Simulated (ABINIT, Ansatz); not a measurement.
# KBaH3 (Pm-3m): third-order response, part 2 of 3

Which lines does KBaH3 (Pm-3m) show in Raman and infrared spectra?

ABINIT 10.8.3; DFT LDA, scalar-relativistic, plane waves, PseudoDojo norm-conserving pseudopotentials.

So far. Step 2 (Relaxing the cell and atoms): The volume changes by +0.6 % from the cell with which this run began. Step 5 (Zone-centre response): The acoustic modes at Γ come out as far as 0.5 cm⁻¹ from zero, where they should vanish, a small numerical error; the Born charges miss their sum rule by 5.9e-4 e, which is good. The lowest optical mode is imaginary, 420i cm⁻¹, an instability at this level and on this k mesh. The relaxed cell has a = 5.018 Å (conventional setting).

The structure was built from a prototype and need not be the compound's stable phase.

## Step 6: Modes with the sum rule

anaddb reads the merged derivatives, imposes the acoustic sum rule and charge neutrality, and adds the LO-TO term along chosen directions.

The input, anaddb.abi:

```
ddb_filepath "gamma_DDB"
output_file "anaddb.abo"
outdata_prefix "anaddb"
asr 1
chneut 1
enunit 2
eivec 1
nph1l 1
qph1l 0.0 0.0 0.0 1.0
dieflag 2
nph2l 3
qph2l 
    1.0 0.0 0.0 0.0
    0.0 0.0 1.0 0.0
    1.0 1.0 1.0 0.0
nlflag 1
ramansr 1
alphon 1
prtmbm 1
```

The input, mrgddb.in:

```
gamma_DDB
merged
3
dfpt_gammao_DS2_DDB
dfpt_gammao_DS3_DDB
gso_DDB
```

Launch:

```
> mrgddb < mrgddb.in > mrgddb.log
> OMP_NUM_THREADS=1 anaddb anaddb.abi > anaddb.log
```

anaddb.abo, the main output file:

```text
[banners, grids, parts of the stress and lines that vanish by symmetry left out]
-outvars_anaddb: echo values of input variables ----------------------

 Flags :
[...]
Dielectric Tensor and Effective Charges
[...]
Effective charge tensors after
[...]
1          1       -0.000000000       -0.000000000       -0.000000000
[...]
1          2       -0.000000000       -0.000000000       -0.000000000
[...]
1          3       -0.000000000       -0.000000000       -0.000000000
[...]
2          1       -0.000000000       -0.000000000       -0.000000000
[...]
2          2       -0.000000000       -0.000000000       -0.000000000
[...]
2          3       -0.000000000       -0.000000000       -0.000000000
[...]
3          1       -0.000000000       -0.000000000       -0.000000000
[...]
3          2       -0.000000000       -0.000000000       -0.000000000
[...]
3          3       -0.000000000       -0.000000000       -0.000000000
[...]
4          1       -0.000000000       -0.000000000       -0.000000000
[...]
4          2       -0.000000000       -0.000000000       -0.000000000
[...]
4          3       -0.000000000       -0.000000000       -0.000000000
[...]
5          1       -0.000000000       -0.000000000       -0.000000000
[...]
5          2       -0.000000000       -0.000000000       -0.000000000
[...]
5          3       -0.000000000       -0.000000000       -0.000000000
[...]
Phonon wavevector (reduced coordinates) :  0.00000  0.00000  0.00000
 Phonon energies in Hartree :
[...]
Phonon energies in meV     :
- -5.201080E+01 -5.201080E+01 -5.201080E+01 -4.182163E+01 -4.182163E+01
- -4.182163E+01  0.000000E+00  0.000000E+00  0.000000E+00  1.135965E+01
-  1.135965E+01  1.135965E+01  1.349026E+02  1.349026E+02  1.349026E+02
 Phonon frequencies in cm-1    :
- -4.194954E+02 -4.194954E+02 -4.194954E+02 -3.373142E+02 -3.373142E+02
- -3.373142E+02  0.000000E+00  0.000000E+00  0.000000E+00  9.162177E+01
-  9.162177E+01  9.162177E+01  1.088063E+03  1.088063E+03  1.088063E+03
 Phonon frequencies in Thz     :
- -1.257615E+01 -1.257615E+01 -1.257615E+01 -1.011243E+01 -1.011243E+01
- -1.011243E+01  0.000000E+00  0.000000E+00  0.000000E+00  2.746752E+00
-  2.746752E+00  2.746752E+00  3.261930E+01  3.261930E+01  3.261930E+01
 Phonon energies in Kelvin  :
- -6.035602E+02 -6.035602E+02 -6.035602E+02 -4.853199E+02 -4.853199E+02
- -4.853199E+02  0.000000E+00  0.000000E+00  0.000000E+00  1.318233E+02
-  1.318233E+02  1.318233E+02  1.565479E+03  1.565479E+03  1.565479E+03
[...]
-  1  0.00000000E+00  0.00000000E+00  0.00000000E+00
-     0.00000000E+00  0.00000000E+00  0.00000000E+00
-  2  0.00000000E+00  0.00000000E+00  0.00000000E+00
-     0.00000000E+00  0.00000000E+00  0.00000000E+00
-  3  0.00000000E+00  1.28859073E-05  0.00000000E+00
-     0.00000000E+00  0.00000000E+00  0.00000000E+00
-  4  0.00000000E+00  0.00000000E+00 -1.64963354E-02
-     0.00000000E+00  0.00000000E+00  0.00000000E+00
-  5  0.00000000E+00 -1.28859073E-05  1.64963354E-02
-     0.00000000E+00  0.00000000E+00  0.00000000E+00
[...]
-  1  0.00000000E+00  0.00000000E+00  0.00000000E+00
-     0.00000000E+00  0.00000000E+00  0.00000000E+00
-  2  0.00000000E+00  0.00000000E+00  0.00000000E+00
-     0.00000000E+00  0.00000000E+00  0.00000000E+00
-  3  2.25962381E-06  1.64963353E-02  0.00000000E+00
-     0.00000000E+00  0.00000000E+00  0.00000000E+00
-  4 -2.25962381E-06  0.00000000E+00  1.28859087E-05
-     0.00000000E+00  0.00000000E+00  0.00000000E+00
-  5  0.00000000E+00 -1.64963353E-02 -1.28859087E-05
-     0.00000000E+00  0.00000000E+00  0.00000000E+00
[...]
-  1  0.00000000E+00  0.00000000E+00  0.00000000E+00
-     0.00000000E+00  0.00000000E+00  0.00000000E+00
-  2  0.00000000E+00  0.00000000E+00  0.00000000E+00
-     0.00000000E+00  0.00000000E+00  0.00000000E+00
-  3  1.64963403E-02 -2.25963146E-06  0.00000000E+00
-     0.00000000E+00  0.00000000E+00  0.00000000E+00
-  4 -1.64963403E-02  0.00000000E+00  0.00000000E+00
-     0.00000000E+00  0.00000000E+00  0.00000000E+00
[...]
-  4  3.57014081E-04 -3.82069067E-07  0.00000000E+00
[...]
-  5 -2.32484597E-02  0.00000000E+00  0.00000000E+00
[...]
-         0.000000000       0.000000000       0.000000000
-         0.000000000       0.000000000       0.000000000
-         0.000000000       0.000000000       0.000000000
[...]
-         0.000000000       0.000000000       0.000000000
-         0.000000000       0.000000000       0.000000000
-         0.000000000       0.000000000       0.000000000
[...]
Phonon at Gamma, with non-analyticity in the
[...]
Phonon energies in Hartree :
[...]
Phonon energies in meV     :
- -5.201080E+01 -5.201080E+01 -5.201080E+01 -4.182163E+01 -4.182163E+01
-  0.000000E+00  0.000000E+00  0.000000E+00  7.623200E+00  1.135965E+01
-  1.135965E+01  3.913347E+01  1.349026E+02  1.349026E+02  1.446338E+02
 Phonon frequencies in cm-1    :
- -4.194954E+02 -4.194954E+02 -4.194954E+02 -3.373142E+02 -3.373142E+02
[...]
Phonon frequencies in Thz     :
[...]
Phonon energies in Kelvin  :
[...]
-  1  0.00000000E+00  0.00000000E+00  0.00000000E+00
[...]
-  2  0.00000000E+00  0.00000000E+00  0.00000000E+00
[...]
-  3  0.00000000E+00 -1.90730386E-05  0.00000000E+00
[...]
-  4  0.00000000E+00  0.00000000E+00  1.64963294E-02
[...]
Phonon at Gamma, with non-analyticity in the
[...]
Phonon energies in Hartree :
[...]
Phonon energies in meV     :
[...]
Phonon frequencies in cm-1    :
[...]
Phonon frequencies in Thz     :
[...]
Phonon energies in Kelvin  :
[...]
Phonon at Gamma, with non-analyticity in the
[...]
Phonon energies in Hartree :
[...]
Phonon energies in meV     :
[...]
Phonon frequencies in cm-1    :
[...]
Phonon frequencies in Thz     :
[...]
Phonon energies in Kelvin  :
[...]
-  0.000000E+00  0.000000E+00  0.000000E+00  8.846356E+01  1.318233E+02
-  1.318233E+02  4.541251E+02  1.565479E+03  1.565479E+03  1.678406E+03
[...]
-  4  2.84221731E-04  1.29049013E-02 -8.60481080E-05
[...]
-  5 -1.85082825E-02 -1.98173623E-04 -8.60481080E-05
[...]
-         0.000000000       0.000000000       0.000000000
-         0.000000000       0.000000000       0.000000000
[...]
Spherical averages : G0=     0.000000000    G1=     0.000000000    G2=     0.000000000

-
```

Run time: 1.5 s. Hardware: 1 thread of Intel Xeon 6975P-C (Granite Rapids), shared host.

This step gave:

* highest mode moved by the LO-TO term: 1167 cm⁻¹

No LO-TO term; unit eigenvectors of the mass-weighted matrix, from anaddb's displacements. The modes at Γ (shares of kinetic energy by element, %) (negative means imaginary):

```
mode  frequency (cm⁻¹)  symmetry  K %  Ba %  H %
   1            -419.5       T2u    0     0  100
   2            -419.5       T2u    0     0  100
   3            -419.5       T2u    0     0  100
   4            -337.3       T1u    6     0   94
   5            -337.3       T1u    6     0   94
   6            -337.3       T1u    6     0   94
   7               0.0  acoustic   22    77    2
   8               0.0  acoustic   22    77    2
   9               0.0  acoustic   22    77    2
  10              91.6       T1u   72    23    5
  11              91.6       T1u   72    23    5
  12              91.6       T1u   72    23    5
  13            1088.1       T1u    0     1   99
  14            1088.1       T1u    0     1   99
  15            1088.1       T1u    0     1   99
```

Displacements in mode 1 (-419.5 cm⁻¹), the largest set to 1:
```
K1   0.00  0.00  0.00
Ba2  0.00  0.00  0.00
H3   0.00  0.00  0.00
H4   0.00  0.00 -1.00
H5   0.00  0.00  1.00
```

Displacements in mode 13 (1088.1 cm⁻¹), the largest set to 1:
```
K1   0.00  0.00  0.00
Ba2  0.00  0.00 -0.01
H3   0.00  0.00  1.00
H4   0.00  0.00 -0.02
H5   0.00  0.00 -0.02
```

With imaginary modes the relaxed-ion tensors have no meaning and are not tabulated.

The rule moves no optical mode by more than 0.1 cm⁻¹.

## Step 7: Sum rules set otherwise (asr 0)

Without the rule the raw error of the acoustic modes shows.

anaddb.abi: that of step 6 with these lines changed.

```diff
@@ -3,4 +3,4 @@
 outdata_prefix "anaddb"
-asr 1
-chneut 1
+asr 0
+chneut 0
 enunit 2
```

mrgddb.in is that of step 6.

anaddb.abo, the main output file:

```text
[banners, grids, parts of the stress and lines that vanish by symmetry left out]
-outvars_anaddb: echo values of input variables ----------------------

 Flags :
[...]
Dielectric Tensor and Effective Charges
[...]
Effective charge tensors after
[...]
1          1       -0.000000000       -0.000000000       -0.000000000
[...]
1          2       -0.000000000       -0.000000000       -0.000000000
[...]
1          3       -0.000000000       -0.000000000       -0.000000000
[...]
2          1       -0.000000000       -0.000000000       -0.000000000
[...]
2          2       -0.000000000       -0.000000000       -0.000000000
[...]
2          3       -0.000000000       -0.000000000       -0.000000000
[...]
3          1       -0.000000000       -0.000000000       -0.000000000
[...]
3          2       -0.000000000       -0.000000000       -0.000000000
[...]
3          3       -0.000000000       -0.000000000       -0.000000000
[...]
4          1       -0.000000000       -0.000000000       -0.000000000
[...]
4          2       -0.000000000       -0.000000000       -0.000000000
[...]
4          3       -0.000000000       -0.000000000       -0.000000000
[...]
5          1       -0.000000000       -0.000000000       -0.000000000
[...]
5          2       -0.000000000       -0.000000000       -0.000000000
[...]
5          3       -0.000000000       -0.000000000       -0.000000000
[...]
Phonon wavevector (reduced coordinates) :  0.00000  0.00000  0.00000
 Phonon energies in Hartree :
[...]
Phonon energies in meV     :
- -5.201079E+01 -5.201079E+01 -5.201079E+01 -4.182162E+01 -4.182162E+01
- -4.182162E+01  5.650315E-02  5.650318E-02  5.650327E-02  1.136007E+01
-  1.136007E+01  1.136007E+01  1.349026E+02  1.349026E+02  1.349026E+02
 Phonon frequencies in cm-1    :
- -4.194953E+02 -4.194953E+02 -4.194953E+02 -3.373141E+02 -3.373141E+02
- -3.373141E+02  4.557287E-01  4.557289E-01  4.557296E-01  9.162513E+01
-  9.162513E+01  9.162513E+01  1.088063E+03  1.088063E+03  1.088063E+03
 Phonon frequencies in Thz     :
- -1.257615E+01 -1.257615E+01 -1.257615E+01 -1.011242E+01 -1.011242E+01
- -1.011242E+01  1.366240E-02  1.366241E-02  1.366243E-02  2.746852E+00
-  2.746852E+00  2.746852E+00  3.261929E+01  3.261929E+01  3.261929E+01
 Phonon energies in Kelvin  :
- -6.035602E+02 -6.035602E+02 -6.035602E+02 -4.853198E+02 -4.853198E+02
- -4.853198E+02  6.556919E-01  6.556922E-01  6.556933E-01  1.318281E+02
-  1.318281E+02  1.318281E+02  1.565479E+03  1.565479E+03  1.565479E+03
[...]
-  1  0.00000000E+00  0.00000000E+00  0.00000000E+00
-     0.00000000E+00  0.00000000E+00  0.00000000E+00
-  2  0.00000000E+00  0.00000000E+00  0.00000000E+00
-     0.00000000E+00  0.00000000E+00  0.00000000E+00
-  3  0.00000000E+00  6.12438311E-06  0.00000000E+00
-     0.00000000E+00  0.00000000E+00  0.00000000E+00
-  4  0.00000000E+00  0.00000000E+00 -1.64963393E-02
-     0.00000000E+00  0.00000000E+00  0.00000000E+00
-  5  0.00000000E+00 -6.12438311E-06  1.64963393E-02
-     0.00000000E+00  0.00000000E+00  0.00000000E+00
[...]
-  1  0.00000000E+00  0.00000000E+00  0.00000000E+00
-     0.00000000E+00  0.00000000E+00  0.00000000E+00
-  2  0.00000000E+00  0.00000000E+00  0.00000000E+00
-     0.00000000E+00  0.00000000E+00  0.00000000E+00
-  3  2.90644600E-06  1.64963391E-02  0.00000000E+00
-     0.00000000E+00  0.00000000E+00  0.00000000E+00
-  4 -2.90644600E-06  0.00000000E+00  6.12438478E-06
-     0.00000000E+00  0.00000000E+00  0.00000000E+00
-  5  0.00000000E+00 -1.64963391E-02 -6.12438478E-06
-     0.00000000E+00  0.00000000E+00  0.00000000E+00
[...]
-  1  0.00000000E+00  0.00000000E+00  0.00000000E+00
-     0.00000000E+00  0.00000000E+00  0.00000000E+00
-  2  0.00000000E+00  0.00000000E+00  0.00000000E+00
-     0.00000000E+00  0.00000000E+00  0.00000000E+00
-  3  1.64963402E-02 -2.90644952E-06  0.00000000E+00
-     0.00000000E+00  0.00000000E+00  0.00000000E+00
-  4 -1.64963402E-02  0.00000000E+00  0.00000000E+00
-     0.00000000E+00  0.00000000E+00  0.00000000E+00
[...]
-  4  3.57014115E-04  3.16739443E-07  0.00000000E+00
[...]
-  5 -2.32484597E-02  0.00000000E+00  0.00000000E+00
[...]
-         0.000000000       0.000000000       0.000000000
-         0.000000000       0.000000000       0.000000000
-         0.000000000       0.000000000       0.000000000
[...]
-         0.000000000       0.000000000       0.000000000
-         0.000000000       0.000000000       0.000000000
-         0.000000000       0.000000000       0.000000000
[...]
Phonon at Gamma, with non-analyticity in the
[...]
Phonon energies in Hartree :
[...]
Phonon energies in meV     :
- -5.201079E+01 -5.201079E+01 -5.201079E+01 -4.182162E+01 -4.182162E+01
-  5.646156E-02  5.650315E-02  5.650318E-02  7.623894E+00  1.136007E+01
-  1.136007E+01  3.914150E+01  1.349026E+02  1.349026E+02  1.446360E+02
 Phonon frequencies in cm-1    :
- -4.194953E+02 -4.194953E+02 -4.194953E+02 -3.373141E+02 -3.373141E+02
[...]
Phonon frequencies in Thz     :
[...]
Phonon energies in Kelvin  :
[...]
-  1  0.00000000E+00  0.00000000E+00  0.00000000E+00
[...]
-  2  0.00000000E+00  0.00000000E+00  0.00000000E+00
[...]
-  3  0.00000000E+00  4.33305207E-06  0.00000000E+00
[...]
-  4  0.00000000E+00  0.00000000E+00  1.64963399E-02
[...]
Phonon at Gamma, with non-analyticity in the
[...]
Phonon energies in Hartree :
[...]
Phonon energies in meV     :
[...]
Phonon frequencies in cm-1    :
[...]
Phonon frequencies in Thz     :
[...]
Phonon energies in Kelvin  :
[...]
Phonon at Gamma, with non-analyticity in the
[...]
Phonon energies in Hartree :
[...]
Phonon energies in meV     :
[...]
Phonon frequencies in cm-1    :
[...]
Phonon frequencies in Thz     :
[...]
Phonon energies in Kelvin  :
[...]
-  6.552084E-01  6.556920E-01  6.556929E-01  8.847161E+01  1.318281E+02
-  1.318281E+02  4.542183E+02  1.565479E+03  1.565479E+03  1.678431E+03
[...]
-  4  2.84213310E-04  1.29067174E-02 -8.60117806E-05
[...]
-  5 -1.85077324E-02 -1.98201530E-04 -8.60117806E-05
[...]
-         0.000000000       0.000000000       0.000000000
-         0.000000000       0.000000000       0.000000000
[...]
Spherical averages : G0=     0.000000000    G1=     0.000000000    G2=     0.000000000

-
```

Wall time 1.4 s (1 thread).

Zone-centre frequencies as printed; negative means imaginary. Modes:

```
mode  frequency (cm⁻¹)
   1            -419.5
   2            -419.5
   3            -419.5
   4            -337.3
   5            -337.3
   6            -337.3
   7              0.46
   8              0.46
   9              0.46
  10             91.63
  11             91.63
  12             91.63
  13              1088
  14              1088
  15              1088
```

With imaginary modes the relaxed-ion tensors have no meaning and are not tabulated.

(Part 2 of 3 ends here.)

[Host names and launcher messages were left out of these logs when they were recorded.]

[Logs are printed without paths, hosts, clocks, repeated set-up lines and the standing remarks that a program may print on its own settings, such as how far it seeks lower states.]

[Hosts, paths, dates, database ids (printed as entryN), source tags and the programs' standing remarks are cut or masked in the printed files.]
